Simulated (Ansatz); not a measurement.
**AgC (built on the sites of a database entry of LiC): the cell at rest**

Aim: bring AgC (built on the sites of a database entry of LiC) to small forces and stress, as phonons need.

Program: Ansatz 0.2.0. Level of theory: DFT PBEsol, scalar-relativistic, plane waves, PAW. Results are calculated unless marked as measured.

The structure was built from a prototype and need not be the compound's stable phase.

## (1) The structure

It takes space group Immm (No. 71, orthorhombic). The conventional cell has a = 3.976 Å, b = 5.260 Å, c = 5.916 Å, α = 90.00°, β = 90.00°, γ = 90.00°. Nearest to Ag lie 6 C at 2.41 to 2.61 Å. Nearest to C lie 1 C at 1.33 Å and 6 Ag at 2.41 to 2.61 Å. Farther neighbours are not listed.

## (2) Probe on a coarse mesh

First a cheap look: the gap decides the mesh and the occupations, the pressure tells how far the cell has to move.

input.yaml

```yaml
crystal:
  lattice:
    - [-1.9879, 2.62978, 2.95812]
    - [1.9879, -2.62978, 2.95812]
    - [1.9879, 2.62978, -2.95812]
  atoms:
    - { symbol: Ag, position: [0.736, 0.236, 0.5] }
    - { symbol: Ag, position: [0.264, 0.764, 0.5] }
    - { symbol: C, position: [0.1269, 0.0, 0.1269] }
    - { symbol: C, position: [0.8731, 0.0, 0.8731] }
kpoints:
  mp_grid: { grid: [6, 6, 6] }
hamiltonian:
  xc: pbesol
scf:
  occupations: { method: gaussian, width: 0.1 }
output:
  forces: true
  stress: true
  eigenvalues: true
```

Launch:

```bash
> ansatz run input.yaml --threads 8 --pin off --max-ram 14336MiB --backend cpu --events-out ev --progress --plain --runs-dir out
```

Numbers of over 12 decimals in the logs are rounded to 6 here.

The program printed:

```text
Engine: ansatz 0.2.0, x86_64-unknown-linux-gnu
Pseudopotentials: kind: paw
Pseudopotential: Ag, paw, valence charge 19, recommended cutoff 420 eV (normal), Ag.paw.azcp
Pseudopotential: C, paw, valence charge 4, recommended cutoff 420 eV (normal), C.paw.azcp
Functional definition: PBEsol
  exchange = pbesol_x
  correlation = pbesol_c
Crystal: 4 atoms, lattice volume = 61.857 Å³
[...]
--- Band table (eV; the first three rows and the last of 46) ---
  k-point 0: bands = [... 19 lower, 7.9223, 9.0436, 9.6907, 9.8109, 11.0718, 13.2335, 14.8387, 16.4642]
  k-point 1: bands = [... 19 lower, 7.8529, 8.9588, 9.2477, 9.3491, 11.8762, 13.4631, 14.3710, 16.5121]
  k-point 2: bands = [... 19 lower, 7.8373, 8.1533, 8.6605, 8.9784, 12.6166, 13.1539, 14.4469, 16.4897]
  k-point 45: bands = [... 19 lower, 7.2165, 7.4675, 8.1138, 8.4989, 13.6571, 14.1562, 14.7744, 15.5236]
[key lines of the parts left out:]
SCF converged after 7 iterations
Free energy (F): -15533.503501 eV
Fermi energy:    10.441320 eV
P = ⅓ Tr σ = -11.6398 GPa (-116.398 kbar)
```

Wall time 0.75 s (8 threads of Intel Xeon Platinum 8259CL at 2.50GHz (Skylake/Cascade Lake), shared host); peak memory 0.47 GiB; 3.8 s of CPU time.

This step gave:

```
pressure           : -11.64 GPa
gap on the k-mesh  : 1.261 eV
volume per atom    : 15.46 Å³
direct gap on mesh : 1.261 eV
```

The coarse mesh shows a gap of 1.26 eV and a pressure of -11.6 GPa.

## (3) Rough relaxation

The start is far from rest, so a relaxation with loose tolerances brings it close first.

input.yaml: that of step 2 with these lines changed.

```diff
@@ -20 +20,6 @@
   eigenvalues: true
+relax:
+  adjacent_minimum: "off"
+  f_tol: 0.05
+  max_steps: 80
+  cell: { stress_tol: 0.5 }
```

The program printed:

```text
[...]
Crystal: 4 atoms, lattice volume = 61.857 Å³
Basis set: ecut = 420 eV, 1207 PW (Γ), exchange–correlation on 60×60×60 points (8 copies of the dense FFT grid, shifted against one another)
Bands: 28, of which v1, the nominal top of the filled ones, is band 23 counted from 1 (22 counted from 0)
Symmetry: 8 space group operations
[...]
k-points: 46 of 216
[...]
cell:  # Å, volume = 54.0453 Å³
    - [-1.775247, 2.430767, 3.131092]
    - [1.775247, -2.430767, 3.131092]
    - [1.775247, 2.430767, -3.131092]
  atoms:
    - { symbol: Ag, position: [0.719653, 0.219653, 0.5] }
    - { symbol: Ag, position: [0.280347, 0.780347, 0.5] }
    - { symbol: C, position: [0.131994, 0, 0.131994] }
    - { symbol: C, position: [0.868006, 0, 0.868006] }
[key lines of the parts left out:]
SCF converged after 5 iterations
Free energy (F): -15533.894647 eV
Fermi energy:    12.499763 eV
P = ⅓ Tr σ = -0.0824 GPa (-0.824 kbar)
```

Wall time 4.4 s (8 threads); peak memory 0.49 GiB; 27 s of CPU time.

Step by step:

| step | energy less that of the first step (eV) | largest force component (eV/Å) | pressure (GPa) | volume (Å³) |
| --- | --- | --- | --- | --- |
| 1 | 0.0000 | 2.3319 | -11.64 | 61.86 |
| 2 | -0.3207 | 0.4093 | -2.25 | 55.89 |
| 3 | -0.3655 | 0.3442 | 1.99 | 54.18 |
| 4 | -0.3862 | 0.2076 | 0.69 | 54.38 |
| 5 | -0.3935 | 0.0879 | 0.06 | 53.87 |
| 6 | -0.3941 | 0.0215 | -0.02 | 54.05 |
| 7* | -0.3911 | 0.0213 | -0.08 | 54.05 |

Relaxation steps marked * repeat the geometry before them on a plane-wave basis chosen anew for their cell, so energy and pressure can jump there.

The run keeps the 8 symmetry operations that it works with, so distortions that break them were not tested.

| conventional cell, symmetrised | before | after | change |
| --- | --- | --- | --- |
| a (Å) | 3.976 | 3.550 | -10.7 % |
| b (Å) | 5.260 | 4.862 | -7.6 % |
| c (Å) | 5.916 | 6.262 | +5.8 % |
| volume (Å³/atom) | 15.46 | 13.51 | -12.6 % |

The atoms that moved most (Å, as changes of fractional coordinates times the final cell):

| atom | dx | dy | dz | length |
| --- | --- | --- | --- | --- |
| Ag2 | 0.000 | 0.000 | 0.102 | 0.102 |
| Ag1 | 0.000 | 0.000 | -0.102 | 0.102 |
| C3 | 0.000 | 0.025 | 0.000 | 0.025 |
| C4 | 0.000 | -0.025 | 0.000 | 0.025 |

Final coordinates:

```cif
data_structure
_symmetry_space_group_name_H-M 'P 1'
_symmetry_Int_Tables_number 1
_cell_length_a 4.3433
_cell_length_b 4.3433
_cell_length_c 4.3433
_cell_angle_alpha 131.749
_cell_angle_beta 111.935
_cell_angle_gamma 87.741
_cell_volume 54.05
loop_
_atom_site_label
_atom_site_type_symbol
_atom_site_fract_x
_atom_site_fract_y
_atom_site_fract_z
_atom_site_occupancy
Ag1 Ag 0.71965 0.21965 0.50000 1
Ag2 Ag 0.28035 0.78035 0.50000 1
C3 C 0.13199 0.00000 0.13199 1
C4 C 0.86801 0.00000 0.86801 1
```

Numbers from this step:

```yaml
pressure: -0.08240 GPa
volume_per_atom: 13.51 Å³
gap_on_the_k_mesh: 0.7400 eV
direct_gap_on_mesh: 0.7400 eV
```

In this step the volume went from 15.46 to 13.51 Å³/atom.

## (4) Bringing the structure to rest

The cell and atoms are relaxed, since residual forces and stress would shift the frequencies.

input.yaml

```yaml
crystal:
  lattice:
    - [-1.7752468844, 2.4307674236, 3.1310920477]
    - [1.7752468844, -2.4307674236, 3.1310920477]
    - [1.7752468844, 2.4307674236, -3.1310920477]
  atoms:
    - { symbol: Ag, position: [0.719653143, 0.219653143, 0.5] }
    - { symbol: Ag, position: [0.280346857, 0.780346857, 0.5] }
    - { symbol: C, position: [0.1319941503, 0.0, 0.1319941503] }
    - { symbol: C, position: [0.8680058497, 0.0, 0.8680058497] }
kpoints:
  mp_grid: { grid: [8, 8, 8] }
hamiltonian:
  xc: pbesol
scf:
  occupations: { method: gaussian, width: 0.02 }
output:
  forces: true
  stress: true
  eigenvalues: true
relax:
  adjacent_minimum: "off"
  f_tol: 0.005
  max_steps: 80
  cell: { stress_tol: 0.05 }
```

The program printed:

```text
[...]
Crystal: 4 atoms, lattice volume = 54.045 Å³
Basis set: ecut = 420 eV, 1055 PW (Γ), exchange–correlation on 60×60×60 points (8 copies of the dense FFT grid, shifted against one another)
Bands: 28, of which v1, the nominal top of the filled ones, is band 23 counted from 1 (22 counted from 0)
[... 1 set-up line as in the run before ...]
[...]
k-points: 95 of 512
[...]
SCF iter   1: F=—  HF=-15533.924812 eV  |F-HF|=—  |Δ(HF+E_count)|=         —  Δρ=1.33e-2  dr2=1.02e-1  ethr=1.77e-3  ⟨swp⟩=5.2  Hψ=9508  notcnv=0
[...]
SCF iter   7: F=-15533.895080 eV  HF=-15533.895080 eV  |F-HF|=7.31e-9  |Δ(HF+E_count)|=   2.12e-7  Δρ=7.44e-6  dr2=9.50e-9  ethr=2.17e-10  ⟨swp⟩=8.1  Hψ=10360  notcnv=0
SCF 1 converged in 7 iterations: F = -15533.895080 eV  dr2 = 9.50e-9
[...]
relax step   1: F+E_penalty+E_count = -15533.89507967 eV  Δ(F+E_penalty+E_count) = +0.000e0 eV  max|allowed force component| = 2.183e-2 eV/Å  Δτ_max = 0.0000 Å  P = -0.092 GPa  Ω = 54.045 Å³  (7 SCF iters, dr2 threshold 1.00e-7 eV, accepted)
Crystal: 4 atoms, lattice volume = 53.974 Å³
Basis set: ecut = 420 eV, 1047 PW (Γ), exchange–correlation on 60×60×60 points (8 copies of the dense FFT grid, shifted against one another)
[...]
SCF iter   5: F=-15533.895296 eV  HF=-15533.895296 eV  |F-HF|=2.93e-10  |Δ(HF+E_count)|=   6.10e-9  Δρ=2.42e-6  dr2=1.30e-9  ethr=6.60e-11  ⟨swp⟩=4.1  Hψ=8773  notcnv=0
SCF 2 converged in 5 iterations: F = -15533.895296 eV  dr2 = 1.30e-9
relax step   2: F+E_penalty+E_count = -15533.89529560 eV  Δ(F+E_penalty+E_count) = -2.159e-4 eV  max|allowed force component| = 7.097e-3 eV/Å  Δτ_max = 0.0029 Å  P = -0.000 GPa  Ω = 53.974 Å³  energy of the carried Pulay correction = +9.933e-5 eV  (5 SCF iters, dr2 threshold 3.04e-8 eV, accepted)
Crystal: 4 atoms, lattice volume = 53.963 Å³
[...]
SCF iter   5: F=-15533.895338 eV  HF=-15533.895338 eV  |F-HF|=4.06e-10  |Δ(HF+E_count)|=   2.54e-9  Δρ=3.36e-6  dr2=1.47e-9  ethr=6.84e-12  ⟨swp⟩=3.3  Hψ=10589  notcnv=0
SCF 3 converged in 5 iterations: F = -15533.895338 eV  dr2 = 1.47e-9
relax step   3: F+E_penalty+E_count = -15533.89533824 eV  Δ(F+E_penalty+E_count) = -4.263e-5 eV  max|allowed force component| = 4.120e-3 eV/Å  Δτ_max = 0.0023 Å  P = -0.012 GPa  Ω = 53.963 Å³  energy of the carried Pulay correction = +1.148e-4 eV  (5 SCF iters, dr2 threshold 3.15e-9 eV, accepted)
[...]
SCF iter   4: F=-15533.895232 eV  HF=-15533.895232 eV  |F-HF|=3.27e-11  |Δ(HF+E_count)|=  5.04e-10  Δρ=4.67e-7  dr2=3.75e-11  ethr=1.00e-12  ⟨swp⟩=3.6  Hψ=11481  notcnv=0
SCF 4 converged in 4 iterations: F = -15533.895232 eV  dr2 = 3.75e-11
relax step   4: F+E_penalty+E_count = -15533.89523213 eV  Δ(F+E_penalty+E_count) = +1.061e-4 eV  max|allowed force component| = 4.090e-3 eV/Å  Δτ_max = 0.0000 Å  P = -0.014 GPa  Ω = 53.963 Å³  stress off target by 4.52e-2 GPa  SCF on the basis re-selected at this cell (its energy is not comparable with the rows above)  (4 SCF iters)
[...]
SCF converged after 4 iterations
Free energy (F): -15533.895232 eV
[...]
Internal energy: -15533.895232 eV  (E = F + TS)
E sigma→0 (E₀):  -15533.895232 eV
Fermi energy:    12.520114 eV
[...]
--- Forces (eV/Å), atoms counted from 1 ---
  atom   1  Ag     0.00000000     0.00000000     0.00098198
  atom   2  Ag     0.00000000     0.00000000    -0.00098198
  atom   3  C      0.00000000    -0.00408989     0.00000000
  atom   4  C      0.00000000     0.00408989     0.00000000
  max |Σ_I F_I| component: 0.00e0 eV/Å
--- Stress (GPa, compression-positive) ---
       -0.009887       0.000000       0.000000
        0.000000      -0.045175       0.000000
        0.000000       0.000000       0.012104
  P = ⅓ Tr σ = -0.0143 GPa (-0.143 kbar)
--- Band table (eV; the first three rows and the last of 95) ---
  k-point 0: bands = [... 19 lower, 9.8482, 11.7758, 12.0886, 12.1518, 12.8829, 16.1176, 17.8521, 19.7619, ... 1 higher]
  k-point 1: bands = [... 19 lower, 9.7492, 11.4076, 11.6653, 12.1036, 13.6232, 16.2948, 17.4393, 19.7165, ... 1 higher]
  k-point 2: bands = [... 19 lower, 9.8305, 10.7148, 11.1803, 11.9928, 14.5413, 16.0268, 17.1900, 18.7375, ... 1 higher]
  k-point 94: bands = [... 19 lower, 9.1366, 9.7556, 9.8950, 10.2114, 17.0319, 17.5656, 17.6118, 17.7724, ... 1 higher]
--- Relaxed structure (3 steps of the walk, 3 accepted, 1 SCFs on fresh bases) ---
[...]
cell:  # Å, volume = 53.9627 Å³
    - [-1.769249, 2.431575, 3.135865]
    - [1.769249, -2.431575, 3.135865]
    - [1.769249, 2.431575, -3.135865]
  atoms:
    - { symbol: Ag, position: [0.718821, 0.218821, 0.5] }
    - { symbol: Ag, position: [0.281179, 0.781179, 0.5] }
    - { symbol: C, position: [0.131954, 0, 0.131954] }
    - { symbol: C, position: [0.868046, 0, 0.868046] }
```

Elapsed: 4.2 s, on 8 threads; peak memory 0.54 GiB.

Step by step:

| step | energy less that of the first step (eV) | largest force component (eV/Å) | pressure (GPa) | volume (Å³) |
| --- | --- | --- | --- | --- |
| 1 | 0.0000 | 0.0218 | -0.09 | 54.05 |
| 2 | -0.0002 | 0.0071 | 0.00 | 53.97 |
| 3 | -0.0003 | 0.0041 | -0.01 | 53.96 |
| 4* | -0.0002 | 0.0041 | -0.01 | 53.96 |

Relaxation steps marked * repeat the geometry before them on a plane-wave basis chosen anew for their cell, so energy and pressure can jump there.

Forces are held to the 8 operations that the run works with; a distortion that breaks them can't arise in this run.

| conventional cell, symmetrised | before | after | change |
| --- | --- | --- | --- |
| a (Å) | 3.550 | 3.538 | -0.3 % |
| b (Å) | 4.862 | 4.863 | +0.0 % |
| c (Å) | 6.262 | 6.272 | +0.2 % |
| volume (Å³/atom) | 13.51 | 13.49 | -0.2 % |

The relaxed structure:

```xyz
4
Lattice="-1.7692 2.4316 3.1359 1.7692 -2.4316 3.1359 1.7692 2.4316 -3.1359" Properties=species:S:1:pos:R:3 pbc="T T T"
Ag    0.0000    2.4316    1.3724
Ag    1.7692    0.0000    1.7635
C     0.0000    0.6417    0.0000
C     0.0000    4.2214    0.0000
```

This step gave:

- pressure: -0.01432 GPa
- gap on the k-mesh: 0.7263 eV
- volume per atom: 13.49 Å³
- direct gap on mesh: 0.7311 eV

In this step the volume went from 13.51 to 13.49 Å³/atom.

## (5) Tight relaxation

Phonons need a cell at rest on their own settings, so the relaxation is repeated with tight tolerances on forces and stress, using the mesh and the filling of the phonon run that follows.

input.yaml

```yaml
crystal:
  lattice:
    - [-1.7692487281, 2.431575426, 3.1358652752]
    - [1.7692487281, -2.431575426, 3.1358652752]
    - [1.7692487281, 2.431575426, -3.1358652752]
  atoms:
    - { symbol: Ag, position: [0.7188211472, 0.2188211472, 0.5] }
    - { symbol: Ag, position: [0.2811788528, 0.7811788528, 0.5] }
    - { symbol: C, position: [0.1319542861, 0.0, 0.1319542861] }
    - { symbol: C, position: [0.8680457139, 0.0, 0.8680457139] }
kpoints:
  mp_grid: { grid: [8, 8, 8] }
hamiltonian:
  xc: pbesol
scf:
  occupations: { method: fixed }
output:
  forces: true
  stress: true
  eigenvalues: true
relax:
  adjacent_minimum: "off"
  f_tol: 0.001
  max_steps: 60
  cell: { stress_tol: 0.01 }
```

The program printed:

```text
[...]
Crystal: 4 atoms, lattice volume = 53.963 Å³
Basis set: ecut = 420 eV, 1047 PW (Γ), exchange–correlation on 60×60×60 points (8 copies of the dense FFT grid, shifted against one another)
Bands: 28, of which v1, the nominal top of the filled ones, is band 23 counted from 1 (22 counted from 0)
[... 1 set-up line as in the run before ...]
[...]
k-points: 95 of 512
[...]
--- Relaxed structure (3 steps of the walk, 3 accepted, 2 SCFs on fresh bases) ---
[...]
cell:  # Å, volume = 53.9545 Å³
    - [-1.768830, 2.431125, 3.136710]
    - [1.768830, -2.431125, 3.136710]
    - [1.768830, 2.431125, -3.136710]
  atoms:
    - { symbol: Ag, position: [0.718821, 0.218821, 0.500000] }
    - { symbol: Ag, position: [0.281179, 0.781179, 0.500000] }
    - { symbol: C, position: [0.131971, 0, 0.131971] }
    - { symbol: C, position: [0.868029, 0, 0.868029] }
[key lines of the parts left out:]
SCF converged after 6 iterations
Free energy (F): -15533.895243 eV
Fermi energy:    12.160150 eV
P = ⅓ Tr σ = -0.0009 GPa (-0.009 kbar)
```

Elapsed: 5 s, on 8 threads; peak memory 0.55 GiB; 34 s of CPU time.

Little changed from the start: no atom moved by 0.005 Å and no cell edge by 0.1 %.

Numbers from this step:

* pressure: -9.26e-4 GPa
* gap on the k-mesh: 0.7250 eV
* direct gap on mesh: 0.7303 eV

The largest force component left is 0.57 meV/Å and the pressure is -0.001 GPa, within the tolerances set. The cell now holds 13.49 Å³/atom.

## (6) What came out

```yaml
space_group_after_relaxation_within_0p01_a: Immm
lattice_constant_a: 3.538 Å
lattice_constant_b: 4.862 Å
lattice_constant_c: 6.273 Å
volume_per_atom: 13.5 Å³
gap_on_the_k_mesh: 0.725 eV
```

The largest force component left is 0.57 meV/Å and the pressure is -0.001 GPa, within the tolerances set. The cell now holds 13.49 Å³/atom. The relaxation keeps the symmetry of its start, so it says nothing on stability against lower symmetry. The starting cell was built on a prototype and not taken from a measurement, so the phase need not exist.

[Logs are printed without paths, hosts, clocks, repeated set-up lines and the standing remarks that a program may print on its own settings, such as how far it seeks lower states.]

[Hosts, paths, dates, database ids (printed as entryN), source tags and the programs' standing remarks are cut or masked in the printed files.]
